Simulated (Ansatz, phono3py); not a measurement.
# Scattering channels in CdS (Greenockite, P6_3mc), one at a time, part 2 of 2

The second- and third-order constants of CdS (Greenockite) come from an earlier supercell run; what does phono3py make of them?

Measurements to reproduce:
- thermal conductivity 16 W/m/K near room temperature (given in “Combining the AFLOW GIBBS and Elastic Libraries to efficiently and robustly screen thermo-mechanical properties of solids”, 2017, arXiv:1611.05714)

Ansatz 0.2.0 and phono3py 4.10.0; DFT r2SCAN, scalar-relativistic, plane waves, PAW; PAW set soft_1 (the session's first sound run).

So far, κ at 300 K (W/m/K): step 3 (relaxation-time solution) 14.5; step 15 (solver LBTE) 16.2; step 16 (solver RTA with coherences (SMM19)) 14.6; step 17 (delta function Gaussian, sigma 0.03 THz) 14.2; step 18 (delta function Gaussian, sigma 1 THz) 9.07.

The database entry behind the starting cell differs from later determinations by our own check (about 0.35 % long), so it need not match the best structure at ambient conditions.

### Step 19. Two-phonon phase space, third order supercell 3×3×2, supercell 3×3×2

The two-phonon density of states counts the channels open to a mode, without matrix elements.

phono3py.yaml reads:

```yaml
phono3py:
  version: "4.10.0"
  frequency_unit_conversion_factor: 15.633302
  symmetry_tolerance: 1.00000e-05

physical_unit:
  atomic_mass: "AMU"
  length: "angstrom"

space_group:
  type: "P6_3mc"
  number: 186
  Hall_symbol: "P 6c -2c"

primitive_matrix:
- [  1.000000000000000,  0.000000000000000,  0.000000000000000 ]
- [  0.000000000000000,  1.000000000000000,  0.000000000000000 ]
- [  0.000000000000000,  0.000000000000000,  1.000000000000000 ]

supercell_matrix:
- [   3,   0,   0 ]
- [   0,   3,   0 ]
- [   0,   0,   2 ]

# [primitive_cell block left out]
unit_cell:
  lattice:
  - [     4.164633929602186,     0.000000000000000,     0.000000000000000 ] # a
  - [    -2.082316964801093,     3.606678780498107,     0.000000000000000 ] # b
  - [     0.000000000000000,     0.000000000000000,     6.767836004700000 ] # c
  points:
  - symbol: Cd # 1
    coordinates: [  0.333333333333333,  0.666666666666667, -0.000955861900000 ]
    mass: 112.414000
    reduced_to: 1
  - symbol: Cd # 2
    coordinates: [  0.666666666666667,  0.333333333333333,  0.499044138100000 ]
    mass: 112.414000
    reduced_to: 2
  - symbol: S # 3
    coordinates: [  0.333333333333333,  0.666666666666667,  0.375955861900000 ]
    mass: 32.060000
    reduced_to: 3
  - symbol: S # 4
    coordinates: [  0.666666666666667,  0.333333333333333,  0.875955861900000 ]
    mass: 32.060000
    reduced_to: 4

# [supercell block left out]
phonon_supercell_matrix:
- [   3,   0,   0 ]
- [   0,   3,   0 ]
- [   0,   0,   2 ]

# [phonon_primitive_cell block left out]
# [phonon_supercell block left out]
nac:
  born_effective_charge:
  - # 1 (Cd)
    - [  2.149721815841585,  0.000000000000000,  0.000000000000000 ]
    - [  0.000000000000000,  2.149721815841584,  0.000000000000000 ]
    - [  0.000000000000000,  0.000000000000000,  2.225165993426336 ]
  - # 2 (Cd)
    - [  2.149721815841585,  0.000000000000000,  0.000000000000000 ]
    - [  0.000000000000000,  2.149721815841584,  0.000000000000000 ]
    - [  0.000000000000000,  0.000000000000000,  2.225165993426336 ]
  - # 3 (S)
    - [ -2.149721815841585,  0.000000000000000,  0.000000000000000 ]
    - [  0.000000000000000, -2.149721815841585,  0.000000000000000 ]
    - [  0.000000000000000,  0.000000000000000, -2.225165993426336 ]
  - # 4 (S)
    - [ -2.149721815841585,  0.000000000000000,  0.000000000000000 ]
    - [  0.000000000000000, -2.149721815841584,  0.000000000000000 ]
    - [  0.000000000000000,  0.000000000000000, -2.225165993426336 ]
  dielectric_constant:
    - [  5.383457480482410,  0.000000000000000,  0.000000000000000 ]
    - [  0.000000000000000,  5.383457480482409,  0.000000000000000 ]
    - [  0.000000000000000,  0.000000000000000,  5.453426528803349 ]
  unit_conversion_factor: 14.399645
```

The run is started by

```
$ phono3py phono3py.yaml --mesh 19 19 11 --jdos --gp 0 --num-freq-points 80
```

The job ended after 1 s (8 threads of Intel Xeon at 2.70GHz, shared host; peak memory 0.11 GiB).

The joint density of states at Gamma by frequency; read off at these points:

```
frequency (THz)  absorption class (1/THz)  decay class (1/THz)
           0.00                         0                    0
           0.23                      53.1              0.00613
           0.90                      19.7                0.148
           1.81                      12.7                 1.11
           2.03                      15.1                 1.94
           2.48                      10.7                 3.93
           3.38                      6.77                 13.2
           4.06                      14.9                 5.23
           4.29                      8.03                 3.95
           4.51                      24.5                 3.42
           5.19                      7.03                 7.11
           5.87                      26.8                 12.1
           6.09                      40.6                 6.25
           6.77                      20.9                0.719
           7.67                      3.66                 3.39
           8.58                     0.132                 8.37
           9.25                         0                 22.1
          10.15                         0                 28.0
          11.06                         0                 6.85
          11.96                         0                 9.96
          12.64                         0                 10.8
          13.54                         0               0.0343
          14.44                         0                 3.46
          15.34                         0                 10.9
          16.02                         0                 16.7
          16.92                         0                 6.55
          17.83                         0                    0
```

The most distinct maxima of the joint density of states at Gamma (absorption class) lie at 0.23, 4.06, 4.51 and 6.09 THz, the highest at 0.23 THz.

### Step 20. Without the dipole term, third order supercell 3×3×2, supercell 3×3×2

Dropping the dipole term tests how much its part of the interpolation matters for κ.

phono3py.yaml is that of step 19.

The run is started by

```
$ phono3py phono3py.yaml --mesh 13 13 7 --br --isotope --nonac --ts 100 300 600
```

It took 9.2 s on 8 threads; peak memory 0.09 GiB.

Numbers from this step:

```yaml
kappa_at_300_k: 15.2 W/m/K
kappa_xx_yy_zz_at_300_k: 14.04, 14.04, 17.51 W/m/K
```

W/m/K. Kappa, by row:

```
T (K)     xx     yy     zz  yz  xz  xy
  100  43.45  43.45  57.02   0   0   0
  300  14.04  14.04  17.51   0   0   0
  600  7.197  7.197  8.858   0   0   0
```

κ at 300 K goes from 14.5 to 15.2 W/(m K). Only the interpolation between the solved wavevectors changes, and the fewer these are, the more it matters.

### Step 21. A changed mass, third order supercell 3×3×2, supercell 3×3×2

Changing one mass at fixed force constants separates the effect of mass from that of bonding.

phono3py.yaml is that of step 20.

The run is started by

```
$ phono3py phono3py.yaml --mesh 13 13 7 --br --mass 112.414 112.414 25.648 25.648 --ts 100 300 600
```

It took 7.8 s on 8 threads; peak memory 0.09 GiB; 54 s of CPU time.

This step gave:

```
κ at 300 K            : 15.34 W/m/K
κ xx, yy, zz at 300 K : 15.18, 15.18, 15.67 W/m/K
```

W/m/K. Kappa, by row:

```
T (K)     xx     yy     zz  yz  xz  xy
  100  60.18  60.18  62.39   0   0   0
  300  15.18  15.18  15.67   0   0   0
  600  7.317  7.317  7.544   0   0   0
```

Without isotope scattering in either run, κ at 300 K goes from 15.8 to 15.3 W/(m K).

### Step 22. Mass disorder, third order supercell 3×3×2, supercell 3×3×2

A typed mass variance takes the place of the natural one on the sites of one element, as a model of more or less disorder.

phono3py.yaml is that of step 21.

The run is started by

```
$ phono3py phono3py.yaml --mesh 13 13 7 --br --isotope --mv 0.0002716 0.0002716 0.001 0.001 --ts 100 150 200 300 400 500 600 800
```

The job ended after 11 s (8 threads; peak memory 0.09 GiB).

Numbers from this step:

```yaml
kappa_at_300_k: 14.22 W/m/K
kappa_xx_yy_zz_at_300_k: 14.1, 14.1, 14.47 W/m/K
```

W/m/K. Kappa, by row:

```
T (K)     xx     yy     zz  yz  xz  xy
  100  45.12  45.12  47.74   0   0   0
  150  28.82  28.82  29.99   0   0   0
  200  21.25  21.25  21.95   0   0   0
  300   14.1   14.1  14.47   0   0   0
  400  10.63  10.63  10.87   0   0   0
  500  8.555  8.555  8.726   0   0   0
  600  7.169  7.169  7.301   0   0   0
  800  5.424  5.424  5.513   0   0   0
```

κ at 300 K goes from 14.5 in the base run to 14.2 W/(m K).

### Step 23. A faulty attempt, third order supercell 3×3×2, supercell 3×3×2

This input was changed on purpose, to see how the program answers.

phono3py.yaml is that of step 22.

The run is started by

```
$ phono3py phono3py.yaml --br --ts 300
```

The job ended after 0.48 s (8 threads; peak memory 0.07 GiB).

The run ended with an error.

The fault put into the input: no mesh.

### Step 24. What came out

| Property | Result |
| --- | --- |
| κ at 300 K, RTA, natural isotopes, mesh 13×13×7 | 14.5 W/m/K |
| κ at 300 K, RTA, pure, mesh 13×13×7 | 15.8 W/m/K |
| κ at 300 K, LBTE, mesh 13×13×7 | 16.2 W/m/K |
| κ at 300 K, with coherences, mesh 13×13×7 | 14.6 W/m/K |
| κ at 300 K, no dipole term, mesh 13×13×7 | 15.2 W/m/K |

**Reading.** On these constants κ of CdS (Greenockite) at 300 K is 14.5 W/(m K) in the base run, by relaxation time; smearing and coherences move that between 9.07 and 14.6. The full solution gives 16.2 W/(m K) (phono3py, mesh 13×13×7). On the same constants and mesh Ansatz's figure, which includes its coherence part, and phono3py's, which doesn't, differ by up to 1.6 %; with phono3py's own coherence part added, which is defined differently, the largest difference is 0.63 %. The last step of the mesh series (19x19x11 to 25x25x13) moves κ at 300 K by -2.0 %, while the coarsest mesh gives 61 % of the densest value. Normal processes make 58 % of the three-phonon scattering at 300 K, weighting modes by their heat capacity. A boundary length of 0.03 µm leaves 30 % of κ at 300 K. A boundary length of 0.3 µm leaves 71 % of κ at 300 K. Scaling the mass of S by 0.8 at fixed force constants, a model exercise, multiplies the isotope-free κ by 0.972. A mass variance of 0.001 on the S sites, typed in place of the natural one, gives 98 % of the base value. A measured thermal conductivity near room temperature is 16 W/m/K (arXiv:1611.05714); the calculated 16.2 W/m/K differs by +1 %. Part of this agreement may be a cancellation, since four-phonon scattering and the shift of frequencies with temperature are both left out. The PAW files were made for PBE and are used here under another functional, for which the program regenerates the frozen cores.

[Logs are printed without paths, hosts, clocks, repeated set-up lines and the standing remarks that a program may print on its own settings, such as how far it seeks lower states.]

[Hosts, paths, dates, database ids (printed as entryN), source tags and the programs' standing remarks are cut or masked in the printed files.]

[A step with changed settings may run another functional than the one named; its input shows which.]
